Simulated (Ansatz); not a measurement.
# LiCaCl3 (model cell, started as cubic perovskite with Ca in the octahedra): following an unstable mode, part 3 of 3

Aim: this structure of LiCaCl3 (model cell, started as cubic perovskite with Ca in the octahedra) is to be tested for unstable modes, and one is followed downhill.

Ansatz 0.2.0; DFT PBEsol, scalar-relativistic, plane waves, PAW; PAW set soft_1.

So far. Step 5 (Energy along the mode, all amplitudes (two of the runs …): The lowest of the steps tried is the last one, at 0.6 Å, 32.9 meV/atom below the parent; the bottom of the well need not coincide with a step. Step 7 (The new phase in its own primitive cell): The largest force component left is 0.30 meV/Å and the pressure is 0.002 GPa, within the tolerances set. The cell now holds 31.23 Å³/atom. The relaxed cell has a = 7.362, c = 19.961 Å (conventional setting).

The structure was built from a prototype and need not be the compound's stable phase.

**8. Modes of the new phase, k-mesh 3×3×3**

A relaxed structure may still be a saddle point, so its zone-centre modes are computed. The response to a homogeneous field gives the Born charges and the dielectric tensor.

input.yaml

```yaml
crystal:
  lattice:
    - [3.6807649831, 2.1250906538, 6.6535565168]
    - [-3.6807649831, 2.1250906538, 6.6535565168]
    - [0.0, -4.2501813077, 6.6535565168]
  atoms:
    - { symbol: Li, position: [0.1555148774, 0.1555148774, 0.1555148774] }
    - { symbol: Li, position: [0.8444851226, 0.8444851226, 0.8444851226] }
    - { symbol: Ca, position: [0.5, 0.5, 0.5] }
    - { symbol: Ca, position: [0.0, 0.0, 0.0] }
    - { symbol: Cl, position: [0.7510280166, 0.22070134, 0.7510280166] }
    - { symbol: Cl, position: [0.2489719834, 0.77929866, 0.2489719834] }
    - { symbol: Cl, position: [0.7510280166, 0.7510280166, 0.22070134] }
    - { symbol: Cl, position: [0.2489719834, 0.2489719834, 0.77929866] }
    - { symbol: Cl, position: [0.22070134, 0.7510280166, 0.7510280166] }
    - { symbol: Cl, position: [0.77929866, 0.2489719834, 0.2489719834] }
kpoints:
  mp_grid: { grid: [3, 3, 3] }
hamiltonian:
  xc: pbesol
  pseudopotentials: { kind: paw, azcp: { folder: soft_1 }, xc_functional: pbe }
scf:
  occupations: { method: fixed }
output:
  eigenvalues: true
phonons:
  method: dfpt
  dielectric: true
  rigid_motions: translations
```

Started as:

```console
> ansatz run input.yaml --threads 4 --pin off --max-ram 16384MiB --backend cpu --events-out ev --progress --plain --runs-dir out
```

Numbers of over 12 decimals in the logs are rounded to 6 here.

The program printed:

```text
[...]
Crystal: 10 atoms, lattice volume = 312.263 Å³
Basis set: ecut = 420 eV, 6101 PW (Γ), exchange–correlation on 108×108×108 points (8 copies of the dense FFT grid, shifted against one another)
Bands: 44, of which v1, the nominal top of the filled ones, is band 34 counted from 1 (33 counted from 0)
Symmetry: 12 space group operations
k-points: 14 of 27 (irreducible under 1 space group operation, time reversal used)
[...]
SCF iter   1: F=—  HF=-10383.910732 eV  |F-HF|=—  |Δ(HF+E_count)|=         —  Δρ=4.90e-2  dr2=1.52e1  ethr=3.10e-3  ⟨swp⟩=8.0  Hψ=3416  notcnv=0  defer=106
[...]
SCF iter  12: F=-10378.702299 eV  HF=-10378.702299 eV  |F-HF|=5.09e-11  |Δ(HF+E_count)|=  4.27e-10  Δρ=8.20e-8  dr2=3.85e-11  ethr=1.00e-12  ⟨swp⟩=20.9  Hψ=5262  notcnv=0
SCF 1 converged in 12 iterations: F = -10378.702299 eV  dr2 = 3.85e-11
[...]
NSCF: frozen V_eff on 13 k-points
[...]
DFPT response loops at Γ: preconditioner auto → none (the input reference at scf.mixing.eps_inf says where Resta's filter doesn't serve); β = 0.50; Broyden in place of MSR1
── the response to a field inside a basis, on 4×4×4 k-points: an SCF that follows is theirs, and a resumed run solves both again ──
Bands: 35, of which v1, the nominal top of the filled ones, is band 34 counted from 1 (33 counted from 0)
k-points: 10 of 64
[...]
Eigensolver: Dense (10 Hₖ)
SCF iter   1: F=—  HF=-10378.567443 eV  |F-HF|=—  |Δ(HF+E_count)|=         —  Δρ=3.13e-4  dr2=8.43e-5  ethr=1.00e-1
[...]
SCF iter   4: F=-10378.567489 eV  HF=-10378.567489 eV  |F-HF|=3.20e-8  |Δ(HF+E_count)|=   2.71e-7  Δρ=3.22e-6  dr2=4.33e-8  ethr=1.11e-9
SCF 1 converged in 4 iterations: F = -10378.567489 eV  dr2 = 4.33e-8
[...]
SCF converged after 12 iterations
Free energy (F): -10378.702299 eV
[...]
Internal energy: -10378.702299 eV  (E = F + TS)
E sigma→0 (E₀):  -10378.702299 eV
Fermi energy:    -0.237767 eV
[...]
--- Band table (eV; the first three rows and the last of 14) ---
  k-point 0: bands = [... 30 lower, -0.6230, -0.5910, -0.5910, -0.2378, 4.4881, 5.2784, 5.3041, 5.3041, ... 6 higher]
  k-point 1: bands = [... 30 lower, -0.8098, -0.6986, -0.6066, -0.4318, 4.9886, 5.5966, 5.6864, 5.8420, ... 6 higher]
  k-point 2: bands = [... 30 lower, -0.8098, -0.6986, -0.6066, -0.4318, 4.9886, 5.5966, 5.6864, 5.8420, ... 6 higher]
  k-point 13: bands = [... 30 lower, -0.9708, -0.8079, -0.5759, -0.4724, 5.4195, 5.7751, 5.9509, 6.0107, ... 6 higher]
[...]
k mesh reduced under 1 symmetry operation, with k and −k counted as one. Each operation leaves every solved perturbation unchanged. A smaller set is not considered because the run solves the response to a homogeneous field
  ASR residual: 7.336e-5 → 0.000e0 eV/Å²; symmetrization residual: 1.927e-6 eV/Å²
  ASR residual per site (eV/Å²): 1.70e-5 1.70e-5 3.80e-5 1.84e-5 7.12e-5 7.12e-5 7.34e-5 7.34e-5 7.12e-5 7.12e-5
  Γ frequencies (cm⁻¹): -49.94 -39.76 -39.76 0.00 0.00 0.00 30.55 61.13 61.13 97.14 97.14 119.49 119.49 129.38 139.87 186.62 186.62 194.11 194.11 217.48 242.44 242.44 262.99 271.04 292.01 292.01 292.68 292.68 322.43 358.82
  ε∞ (high-frequency dielectric tensor):
        2.370228     0.000000     0.000000
        0.000000     2.370228     0.000000
        0.000000     0.000000     2.353757
  softest optical mode at Γ: -49.94 cm⁻¹; the repairs (sum rule, projections) moved no ω² at Γ by more than (1.71 cm⁻¹)²
  Born effective charges Z* (e; rows j = field, columns β = displacement):
    site 0:
         1.08338    0.00000   -0.00000
        -0.00000    1.08338    0.00000
        -0.00000    0.00000    0.82809
    site 1:
         1.08338    0.00000   -0.00000
        -0.00000    1.08338    0.00000
        -0.00000    0.00000    0.82809
    site 2:
         2.59170    0.00000   -0.00000
        -0.00000    2.59170    0.00000
        -0.00000    0.00000    2.08389
    site 3:
         2.05666    0.00000   -0.00000
        -0.00000    2.05666   -0.00000
        -0.00000   -0.00000    3.11043
    site 4:
        -1.36652    0.39953   -0.44479
         0.39953   -0.90518    0.25680
        -0.41334    0.23864   -1.14175
    site 5:
        -1.36652    0.39953   -0.44479
         0.39953   -0.90518    0.25680
        -0.41334    0.23864   -1.14175
    site 6:
        -0.67451    0.00000   -0.00000
        -0.00000   -1.59719   -0.51360
        -0.00000   -0.47729   -1.14175
    site 7:
        -0.67451    0.00000   -0.00000
        -0.00000   -1.59719   -0.51360
        -0.00000   -0.47729   -1.14175
    site 8:
        -1.36652   -0.39953    0.44479
        -0.39953   -0.90518    0.25680
         0.41334    0.23864   -1.14175
    site 9:
        -1.36652   -0.39953    0.44479
        -0.39953   -0.90518    0.25680
         0.41334    0.23864   -1.14175
  Z* charge neutrality: 1.250e-2 e pre-enforcement
  solved inside a basis spanned on kpoints, on 4×4×4 k-points, its susceptibility summed on 8×8×8: ε∞ is read to err by 6.0e-3, Z* by 1.5e-2 e (field_mesh: kpoints solves on kpoints); Z* is corrected for what the basis lacks
  optical modes at Γ without the LO–TO term, one row a degenerate level:
      ω (cm⁻¹)  modes    IR ((D/Å)²/amu)
        -49.94      1             0.0000
        -39.76      2             0.0000
         30.55      1             0.0000
         61.13      2             0.5283
         97.14      2             5.0972
        119.49      2             0.0000
        129.38      1             0.0000
[...]
optical modes at Γ + LO–TO along q̂ = [1.0000, 0.0000, 0.0000]:
      ω (cm⁻¹)  modes    IR ((D/Å)²/amu)
[...]
optical modes at Γ + LO–TO along q̂ = [0.0000, 1.0000, 0.0000]:
      ω (cm⁻¹)  modes    IR ((D/Å)²/amu)
[...]
optical modes at Γ + LO–TO along q̂ = [0.0000, 0.0000, 1.0000]:
      ω (cm⁻¹)  modes    IR ((D/Å)²/amu)
[...]
129.38      1             0.0000
        145.02      1             0.2125
        186.62      2             0.3237
        194.11      2             0.0000
        233.08      1             0.6749
        242.44      2            13.6811
        271.04      1             0.0000
        292.01      2            21.3476
        292.68      2             0.0000
        318.74      1             8.8230
        322.43      1             0.0000
        376.60      1             8.8976
```

Elapsed: 1.8 min, on 4 threads of Arm Neoverse V1, shared host; peak memory 2.7 GiB; 6.6 min of CPU time.

Numbers from this step:

| Property | Result |
| --- | --- |
| sum-rule residual before enforcement | 7.34e-5 eV/Å² |
| miss of the charge sum rule | 0.01250 e |
| estimated error of the dielectric tensor | 0.006043 |
| estimated error of the Born charges | 0.01453 e |
| point group | -3m |
| highest optical mode at the zone centre (no LO-TO term) | 358.8 cm⁻¹ |
| lowest optical zone-centre mode | -49.94 cm⁻¹ |
| mean high-frequency dielectric constant | 2.365 |
| largest Born charge (third of the trace) | 2.422 e |
| top of the zone-centre spectrum with the field | 376.6 cm⁻¹ |

Without the LO-TO term. Patterns of degenerate modes are one choice out of their space. The modes at Γ (shares of kinetic energy by element, %) (negative means imaginary):

| mode | frequency (cm⁻¹) | symmetry | Li % | Ca % | Cl % |
| --- | --- | --- | --- | --- | --- |
| 1 | -49.9 | A2g | 0 | 0 | 100 |
| 2 | -39.8 | Eg | 9 | 0 | 91 |
| 3 | -39.8 | Eg | 9 | 0 | 91 |
| 4 | 0.0 | acoustic | 5 | 26 | 69 |
| 5 | 0.0 | acoustic | 5 | 26 | 69 |
| 6 | 0.0 | acoustic | 5 | 26 | 69 |
| 7 | 30.6 | A1u | 0 | 0 | 100 |
| 8 | 61.1 | Eu | 12 | 7 | 81 |
| 9 | 61.1 | Eu | 12 | 7 | 81 |
| 10 | 97.1 | Eu | 0 | 35 | 65 |
| 11 | 97.1 | Eu | 0 | 35 | 65 |
| 12 | 119.5 | Eg | 1 | 0 | 99 |
| 13 | 119.5 | Eg | 1 | 0 | 99 |
| 14 | 129.4 | A1g | 8 | 0 | 92 |
| 15 | 139.9 | A2u | 5 | 50 | 46 |
| 16 | 186.6 | Eu | 9 | 74 | 16 |
| 17 | 186.6 | Eu | 9 | 74 | 16 |
| 18 | 194.1 | Eg | 6 | 0 | 94 |
| 19 | 194.1 | Eg | 6 | 0 | 94 |
| 20 | 217.5 | A2u | 12 | 77 | 11 |
| 21 | 242.4 | Eu | 2 | 47 | 51 |
| 22 | 242.4 | Eu | 2 | 47 | 51 |
| 23 | 263.0 | A2u | 1 | 30 | 69 |
| 24 | 271.0 | A1g | 1 | 0 | 99 |
| 25 | 292.0 | Eu | 72 | 10 | 17 |
| 26 | 292.0 | Eu | 72 | 10 | 17 |
| 27 | 292.7 | Eg | 84 | 0 | 16 |
| 28 | 292.7 | Eg | 84 | 0 | 16 |
| 29 | 322.4 | A1g | 90 | 0 | 10 |
| 30 | 358.8 | A2u | 78 | 17 | 4 |

Displacements in mode 1 (-49.9 cm⁻¹), the largest set to 1:
```
Li1  0.00  0.00  0.00
Li2  0.00  0.00  0.00
Ca3  0.00  0.00  0.00
Ca4  0.00  0.00  0.00
Cl5 -0.50 -0.87  0.00
Cl6  0.50  0.87  0.00
Cl7  1.00  0.00  0.00
Cl8 -1.00  0.00  0.00
Cl9 -0.50  0.87  0.00
Cl10 0.50 -0.87  0.00
```

Displacements in mode 30 (358.8 cm⁻¹), the largest set to 1:
```
Li1  0.00  0.00  1.00
Li2  0.00  0.00  1.00
Ca3  0.00  0.00  0.11
Ca4  0.00  0.00 -0.26
Cl5  0.04 -0.02 -0.04
Cl6  0.04 -0.02 -0.04
Cl7  0.00  0.05 -0.04
Cl8  0.00  0.05 -0.04
Cl9 -0.04 -0.02 -0.04
Cl10-0.04 -0.02 -0.04
```

Optical modes at the zone centre, without and with the macroscopic field of the longitudinal modes; each column is sorted by frequency, so a row need not hold one and the same mode. Modes with and without the field, by row:

```csv
rank among optical modes,no field (cm⁻¹),"q along (1, 0, 0) (cm⁻¹)","q along (0, 0, 1) (cm⁻¹)"
1,-49.9,-49.9,-49.9
2,-39.8,-39.8,-39.8
3,-39.8,-39.8,-39.8
4,30.6,30.6,30.6
5,61.1,61.1,61.1
6,61.1,63.1,61.1
7,97.1,97.1,97.1
8,97.1,116.2,97.1
9,119.5,119.5,119.5
10,119.5,119.5,119.5
11,129.4,129.4,129.4
12,139.9,139.9,145
13,186.6,186.6,186.6
14,186.6,187.2,186.6
15,194.1,194.1,194.1
16,194.1,194.1,194.1
17,217.5,217.5,233.1
18,242.4,242.4,242.4
19,242.4,258.2,242.4
20,263,263,271
21,271,271,292
22,292,292,292
23,292,292.7,292.7
24,292.7,292.7,292.7
25,292.7,322.4,318.7
26,322.4,358.8,322.4
27,358.8,363.2,376.6
```

Born charge (rows field, columns displacement) (e), principal values of the symmetric part by kind of site:

```csv
atom,atoms with these values,low,middle,high,mean
Li1,2,0.83,1.08,1.08,1.00
Ca3,1,2.08,2.59,2.59,2.42
Ca4,1,2.06,2.06,3.11,2.41
Cl5,6,-1.91,-0.82,-0.67,-1.14
```

In full for Li1:

```
1.08 0.00 0.00
0.00 1.08 0.00
0.00 0.00 0.83
```

High-frequency dielectric tensor:

```
2.37 0.00 0.00
0.00 2.37 0.00
0.00 0.00 2.35
```

Transverse modes; imaginary modes are left out. Lines of the infrared spectrum (strongest = 100):

```
position (cm⁻¹)  relative intensity
             30                 0.0
             61                 2.5
             97                  24
            120                 0.0
            129                 0.0
            140                 5.5
            187                 1.5
            194                 0.0
            218                  31
            242                  64
            263                  42
            271                 0.0
            292                 100
            293                 0.0
            322                 0.0
            359                 8.7
```

Before it was imposed, the acoustic sum rule was missed by 7.3e-5 eV/Å² and the charge sum rule by 0.013 e. Small misses are needed for a sound result but don't prove that mesh and cutoff are converged. The lowest optical mode is imaginary, 49.9i cm⁻¹, so the energy falls along it.

**9. Outcome**

| Property | Result |
| --- | --- |
| unstable mode of the parent | q = (-0.5, -0.5, -0.5), 178i cm⁻¹ |
| depth at the lowest point sampled | 32.9 meV/atom |
| largest atomic shift at that point | 0.6 Å |
| space group reached (within 0.01 Å) | R-3m |
| energy gained over the parent (first relaxation, on the mesh of the frozen mode) | 174 meV/atom |
| volume per atom, phase reached | 31.2 Å³ |
| gap on the k-mesh, phase reached | 4.73 eV |
| lowest optical zone-centre mode, phase reached | -49.9 cm⁻¹ |
| highest optical mode at the zone centre (no LO-TO term), phase reached | 359 cm⁻¹ |

**Reading.** Along this mode the structure falls into R-3m, 174 meV/atom below the parent. At the parent's cell the well is 32.89 meV/atom deep on the steps tried, with its lowest point at a shift of 0.6 Å. That is the last step tried, so the steps alone don't bracket the bottom of the well. Relaxing atoms and cell changes the gain by +140.87 meV/atom against the lowest step (energies at zero smearing). Most of the total comes from this relaxation. The new phase still has an imaginary mode at the zone centre of its cell, so it is a saddle point on the way to a lower structure. Of the 6 patterns followed to their end from this parent, this one ends 61.4 meV/atom above the lowest, Imma. Each path keeps the symmetry of its pattern, so a lower phase may lie along a pattern not tried. The PAW files were made for PBE and serve the other functionals too. The starting cell was built on a prototype and not taken from a measurement, so the phase need not exist.

[Logs are printed without paths, hosts, clocks, repeated set-up lines and the standing remarks that a program may print on its own settings, such as how far it seeks lower states.]

[Hosts, paths, dates, database ids (printed as entryN), source tags and the programs' standing remarks are cut or masked in the printed files.]
